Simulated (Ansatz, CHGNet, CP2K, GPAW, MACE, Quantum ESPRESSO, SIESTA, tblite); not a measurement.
# Random packing of 55Li2O-45Nb2O5 (mol %) (96 atoms): one structure in several programs

Wanted: errors and costs of other methods on random packing of 55Li2O-45Nb2O5 (mol %) (96 atoms). A plane-wave run serves as the reference.

Program: Ansatz 0.2.0. Level of theory: Kohn-Sham DFT, PBE, PAW, plane waves. Results are calculated unless marked as measured.

### Step 1. Starting point

The cell holds 96 atoms: 22 Li, 56 O and 18 Nb. Its edges and angles: a = 10.533 Å, b = 10.533 Å, c = 10.533 Å, α = 90.0°, β = 90.0°, γ = 90.0°. 96 atoms (22 Li, 56 O, 18 Nb) packed at random in a cube at 3.87 g/cm³ and pushed apart as soft spheres, cations and anions kept from their own kind; a start for melting by ab initio MD, not an equilibrated structure. Then every atom was moved at random, 0.05 Å r.m.s. a Cartesian component.

### Step 2. The reference run

The PAW files are the set soft_2.

File input.yaml:

```yaml
crystal:
  lattice:
    - [10.5334, 0.0, 0.0]
    - [0.0, 10.5334, 0.0]
    - [0.0, 0.0, 10.5334]
  atoms:
    - { symbol: Li, position: [0.29112, 0.50715, 0.60161] }
    - { symbol: Li, position: [0.7732, 0.4356, 0.17861] }
    - { symbol: Li, position: [0.77041, 0.01886, 0.30748] }
    - { symbol: Li, position: [0.13897, 0.33542, 0.51586] }
    [... 86 atom lines left out ...]
    - { symbol: Nb, position: [0.73003, 0.57328, 0.56793] }
    - { symbol: Nb, position: [0.54156, 0.19953, 0.18334] }
    - { symbol: Nb, position: [0.00026, 0.47007, 0.97444] }
    - { symbol: Nb, position: [0.31928, 0.86742, 0.05288] }
    - { symbol: Nb, position: [0.56921, 0.86051, 0.99379] }
    - { symbol: Nb, position: [0.8594, 0.18461, 0.49618] }
kpoints:
  mp_grid: { grid: [1, 1, 1] }
hamiltonian:
  xc: pbe
scf:
  occupations: { method: fermi_dirac, width: 0.05 }
output:
  forces: true
  eigenvalues: true
  populations: true
  stress: true
```

Run with:

```bash
ansatz run input.yaml --threads 8 --pin off --max-ram 15872MiB --backend cpu --events-out ev --progress --plain --runs-dir out
```

Numbers of over 12 decimals in the logs are rounded to 6 here.

What it wrote:

```text
[...]
Pseudopotentials: kind: paw
Pseudopotential: Li, paw, valence charge 3, recommended cutoff 420 eV (normal), Li.paw.azcp
Pseudopotential: O, paw, valence charge 6, recommended cutoff 420 eV (normal), O.paw.azcp
Pseudopotential: Nb, paw, valence charge 13, recommended cutoff 420 eV (normal), Nb.paw.azcp
[... 5 lines on functional and potentials left out ...]
Crystal: 96 atoms, lattice volume = 1168.707 Å³
Basis set: ecut = 420 eV, 22887 PW (Γ), exchange–correlation on 144×144×144 points (8 copies of the dense FFT grid, shifted against one another)
Bands: 414, of which v1, the nominal top of the filled ones, is band 318 counted from 1 (317 counted from 0)
Symmetry: 1 space group operations
Space group: P1 (ITA 1), of the structure as read, at distance tolerance 1.1e-4 Å
k-points: 1
[... 7 lines on functional and potentials left out ...]
Initial density: superposition of atomic densities (neutral atoms: chi_scale 0, normalization atom), corrected by the library's trained network
Initial wavefunctions: pseudopotential atomic-orbital guess
[...]
SCF iter   1: F=—  HF=-118129.750002 eV  |F-HF|=—  |Δ(HF+E_count)|=         —  Δρ=1.84e-2  dr2=7.50e0  ethr=1.77e-3  ⟨swp⟩=5.0  Hψ=1465  notcnv=0  defer=41
preconditioner: auto → LDOS  [metal: Δε(μ)=0.014 eV  Ē_g=8.121 eV  σ=0.050 eV  W_gap=0.07  n_scr=304 (ndim 8)  ℏωp=23.0 eV  f_vac=0.028  D(μ)=79.00/eV (n_scr^D=846)  β→1.0]
[...]
SCF iter  13: F=—  HF=-118129.405111 eV  |F-HF|=—  |Δ(HF+E_count)|=   1.88e-8  Δρ=3.38e-6  dr2=1.53e-7  ethr=9.47e-11  ⟨swp⟩=1.0  Hψ=362  notcnv=0  defer=52
SCF iter  14: F=-118129.405111 eV  HF=-118129.405111 eV  |F-HF|=4.08e-8  |Δ(HF+E_count)|=   1.19e-8  Δρ=1.81e-6  dr2=4.77e-8  ethr=1.57e-11  ⟨swp⟩=11.0  Hψ=1321  notcnv=0
SCF 1 converged in 14 iterations: F = -118129.405111 eV  dr2 = 4.77e-8
[...]
SCF converged after 14 iterations
Free energy (F): -118129.405111 eV
Harris-Foulkes:  -118129.405111 eV  (|F-HF|=4.08e-8)
Internal energy: -118128.701163 eV  (E = F + TS)
E sigma→0 (E₀):  -118129.053137 eV
Entropy (-TS):   -0.703948 eV (-7.333 meV/atom)
Fermi energy:    6.608799 eV
--- Per-component energies (eV) ---
[...]
Σ components = -118129.405111   (vs F -118129.405111, Δ=0.00e0)
--- Forces (eV/Å), atoms counted from 1 ---
  atom   1  Li     0.65139143     0.86562060    -2.00615164
  atom   2  Li     0.34107327    -0.10175358    -0.13583721
  atom   3  Li    -0.36820976     1.39681519    -0.66218041
  atom   4  Li     0.69822282     0.49503274    -1.58300876
[...]
atom  96  Nb     0.84169719    -1.94863443    -2.53263544
  max |Σ_I F_I| component: 8.52e-5 eV/Å
--- Stress (GPa, compression-positive) ---
      -13.366142       1.988646      -1.073549
        1.988643     -17.001377       0.422483
       -1.073549       0.422485     -16.434671
  P = ⅓ Tr σ = -15.6007 GPa (-156.007 kbar)
--- Band table (eV) ---
  k-point 0: bands = ["-50.1491", "-49.8477", "-49.8420", "-49.8006", [... 398 levels ...], "10.2874", "10.3651", "10.4825", "10.5154", "10.5285", "10.6255", "10.7917", "10.9604", "11.1058", "11.2212", "11.3568", "11.7193"]
--- Löwdin populations: 96 sites ---
  site symbol       q [e]
     0     Li      2.2712
     1     Li      2.2616
     2     Li      2.2970
[...]
95     Nb     12.4436
  spilling = 0.005663 (of n_electrons = 636.000000)
```

It took 12 s on 8 threads of Arm Neoverse V1, shared host; peak memory 1.7 GiB.

Read from the output:

```
free energy                             : -118129.4051 eV
free energy per atom                    : -1230.5146 eV/atom
SCF cycles                              : 14
pressure                                : -15.6 GPa
r.m.s. force component                  : 1.837 eV/Å
longest force                           : 6.695 eV/Å
Fermi energy                            : 6.609 eV
levels partly filled by over 2 per cent : 16
spilling of the projection              : 0.005663
```

Length of the force by element:

```csv
element,coordination,atoms,mean length of the force (eV/Å),spread,least,most
Li,all,22,1.62,0.743,0.360,3.31
Nb,all,18,3.79,1.44,1.35,6.69
O,all,56,3.09,1.13,0.768,6.34
```

Löwdin charges by element (they lack the spilled electrons, 0.038 e an atom on average):

```csv
element,coordination,atoms,mean charge (e),spread,least,most
Li,all,22,0.707,0.0356,0.577,0.742
Nb,all,18,0.979,0.318,0.357,1.46
O,all,56,-0.528,0.137,-0.889,-0.252
```

The levels nearest the highest filled one (over half full), pooled over k-points and spins:

```csv
level less the highest filled one (eV),occupation
-0.144,1.90
-0.102,1.78
-0.0863,1.71
-0.0395,1.39
-0.0304,1.31
0,1.02
0.0182,0.84
0.0381,0.654
0.053,0.531
0.0794,0.351
0.100,0.246
0.108,0.213
```

The run ends at a pressure of -15.60 GPa, with forces up to 6.7 eV/Å.

### Step 3. What was run beside it

The programs:
- CHGNet: machine-learned potential, published weights.
- CP2K 2026.2: Gaussian basis with GTH pseudopotentials and a plane-wave density; labels give functional, basis (MOLOPT sets; SR short-range, UZH the newer set with its own potentials), grid cutoff/relative cutoff and solver (OT: orbital transformation; TRS4, TC2, SIGN: linear-scaling purification with its sparsity filter), or its built-in tight binding.
- GPAW 26.7.0: PAW with atomic orbitals (LCAO), plane waves or a real-space grid of spacing h.
- MACE: machine-learned potential, published weights.
- Quantum ESPRESSO 7.5: plane waves; labels (QE) give functional, pseudopotential set and cutoffs of waves/density.
- SIESTA 5.4.2: numerical atomic orbitals, whose automatically made sets are far from complete, with PseudoDojo norm-conserving potentials that we converted to its format (checked against plane waves on the same files for H, C, O, Si, Ge and Ca alone); labels give functional, basis size, energy shift and mesh cutoff.

All use the same cell and atoms; the electronic-structure runs use the same k-mesh, and an electronic temperature of 580 K (0.05 eV) where levels are smeared.

Differences are against the plane-wave reference, forces as r.m.s. over components; share is that over the reference's r.m.s. force, slope the least-squares factor from reference forces to these. Total energies of different programs have different zeros and aren't compared.

```csv
run,"Δ force, r.m.s. (meV/Å)",share (%),slope,Δ pressure (GPa),cores,CPU time,memory (GiB)
reference,-,-,-,-,8,90 s,1.7
CHGNet 0.3.0 potential,539,29.4,1.046,0.462,1,4.8 s,1.5
CHGNet r2SCAN potential,560,30.5,1.003,-1.69,1,4.8 s,1.5
"CP2K PBE, DZVP-UZH, 800/50 Ry, diagonalisation",55.4,3.01,0.993,1.03,4,48 min,6.1
"CP2K PBE, SZV-MOLOPT-SR, 800/50 Ry, diagonalisation (coarse)",343,18.7,0.893,6.80,2,20 min,4.1
"GPAW PBE, LCAO dzp, h 0.28 Å (coarse)",1686,91.8,1.052,-,1,8.8 min,0.77
MACE MP-0b3 medium potential,525,28.6,0.904,2.87,1,9.4 s,1.2
"QE PBE, sssp-1.3.0-efficiency, 60/480 Ry",9.05,0.493,0.998,-0.193,4,73 min,3.7
"SIESTA PBE, DZP, shift 0.01 Ry, mesh 500 Ry",111,6.07,0.964,-0.323,4,40 min,2.8
```

Rows marked coarse were listed beforehand as settings not expected to be converged; some can still land near the reference.

Times of the machine-learned potentials are mostly Python's start and the loading of weights.

CPU time is summed over cores on a shared host, where runs went side by side, so it is rough. Symmetry, cutoffs, thresholds, outputs and thread counts weren't matched or tuned between programs; memory under MPI is the largest rank's times the ranks.

Runs without a result: tblite GFN1-xTB (not converged); GPAW PBE, LCAO dzp, h 0.18 Å (cut off at its time limit of 12 min); CP2K GFN1-xTB, diagonalisation (not converged, the SCF not settling); SIESTA PBE, SZ, shift 0.01 Ry, mesh 500 Ry (cut off at its time limit of 7.5 min); GPAW PBE, LCAO szp(dzp), h 0.18 Å (cut off at its time limit of 13 min); GPAW PBE, LCAO dzp, h 0.18 Å, other mixer settings (cut off at its time limit of 20 min); GPAW LDA, LCAO dzp, h 0.18 Å (cut off at its time limit of 12 min).

Mean charges by element (e), by run and scheme:

```csv
run,scheme,Li,O,Nb
reference,Löwdin,+0.71,-0.53,+0.98
"CP2K PBE, DZVP-UZH, 800/50 Ry, diagonalisation",Mulliken,+0.65,-0.50,+0.77
"CP2K PBE, DZVP-UZH, 800/50 Ry, diagonalisation",Hirshfeld,+0.09,-0.22,+0.57
"SIESTA PBE, DZP, shift 0.01 Ry, mesh 500 Ry",Hirshfeld,-0.03,-0.18,+0.59
```

The reference's Löwdin charges lack the electrons that the projection spills, 0.038 e an atom on average.

### Step 4. Summary of results

```
reference r.m.s. force component                       : 1.84 eV/Å
nearest in forces                                      : QE PBE, sssp-1.3.0-efficiency, 60/480 Ry, 0.49 %
farthest in forces                                     : GPAW PBE, LCAO dzp, h 0.28 Å (coarse), 92 %
cheapest electronic-structure run beside the reference : GPAW PBE, LCAO dzp, h 0.28 Å, 8.8 min of CPU time
```

PBE on plane waves or a grid with other potentials, cutoffs or grids, coarse settings apart, differs from the reference by 0.49 % (QE PBE, sssp-1.3.0-efficiency, 60/480 Ry) of the r.m.s. force; this holds the reference's own error, so differences of a few per cent don't tell which side is nearer the exact PBE result (QE's 60 Ry are 816 eV, against the reference's 420 eV). The PBE runs in local orbitals, coarse settings apart, differ by 3.0 % (CP2K PBE, DZVP-UZH, 800/50 Ry, diagonalisation) to 6.1 % (SIESTA PBE, DZP, shift 0.01 Ry, mesh 500 Ry); basis, grid and potentials can all enter. Machine-learned potentials differ by 29 % (MACE MP-0b3 medium potential) to 31 % (CHGNet r2SCAN potential); they were trained on other programs' data, some at another functional. CP2K PBE, DZVP-UZH, 800/50 Ry, diagonalisation needed 87 SCF steps, so its time overstates the method's usual cost. Runs with settings chosen to be coarse differ by 19 % (CP2K PBE, SZV-MOLOPT-SR, 800/50 Ry, diagonalisation) to 92 % (GPAW PBE, LCAO dzp, h 0.28 Å), their programs' other errors included. None of the electronic-structure runs in the table takes under half the reference's CPU time of 90 s; they take 5.9 to 49 times as much. CP2K PBE, SZV-MOLOPT-SR, 800/50 Ry, diagonalisation softens the forces by a factor of 0.89 while following their directions (correlation 0.986); the slopes of the 2 CP2K runs lie between 0.89 and 0.99. In pressure, CP2K PBE, SZV-MOLOPT-SR, 800/50 Ry, diagonalisation misses by +6.8 GPa, at the same functional. Charges hang on scheme and program or settings: among these rows the mean for Li runs from -0.03 to +0.71 e. In the reference: 16 levels are partly filled, by over 2 % (at Γ alone): at this level the cell shows no clear gap. Levels of broken or missing bonds inside a gap of the host would look the same. In the reference: mean Löwdin charges: Li +0.71, Nb +0.98, O -0.53 e (they miss 0.57 % of the electrons, so they add up to more than the cell's charge). The potentials hold different valence shells: 636 electrons in the reference, 592 in GPAW; this bears on time and differences. Machine-learned potentials mimic data converged in k, so the reference's own k-point error enters their differences. The reference's stress is far from hydrostatic: its diagonal is -13.4, -17.0, -16.4 GPa, compression counted positive. The reference's pressure of -16 GPa belongs to a cell and atoms that aren't relaxed at this level. The runs have no spin polarisation, so moments on Nb can't form, and no Hubbard term. The electronic-structure runs sample only Γ, in a cell whose shortest periodic width is 11 Å, which is coarse for a cell with partly filled levels.

[Also dropped from logs without a mark: logging warnings of Python, and SIESTA's first energy breakdown and zero terms.]

[Logs are printed without paths, hosts, clocks, repeated set-up lines and the standing remarks that a program may print on its own settings, such as how far it seeks lower states.]

[Hosts, paths, dates, database ids (printed as entryN), source tags and the programs' standing remarks are cut or masked in the printed files.]
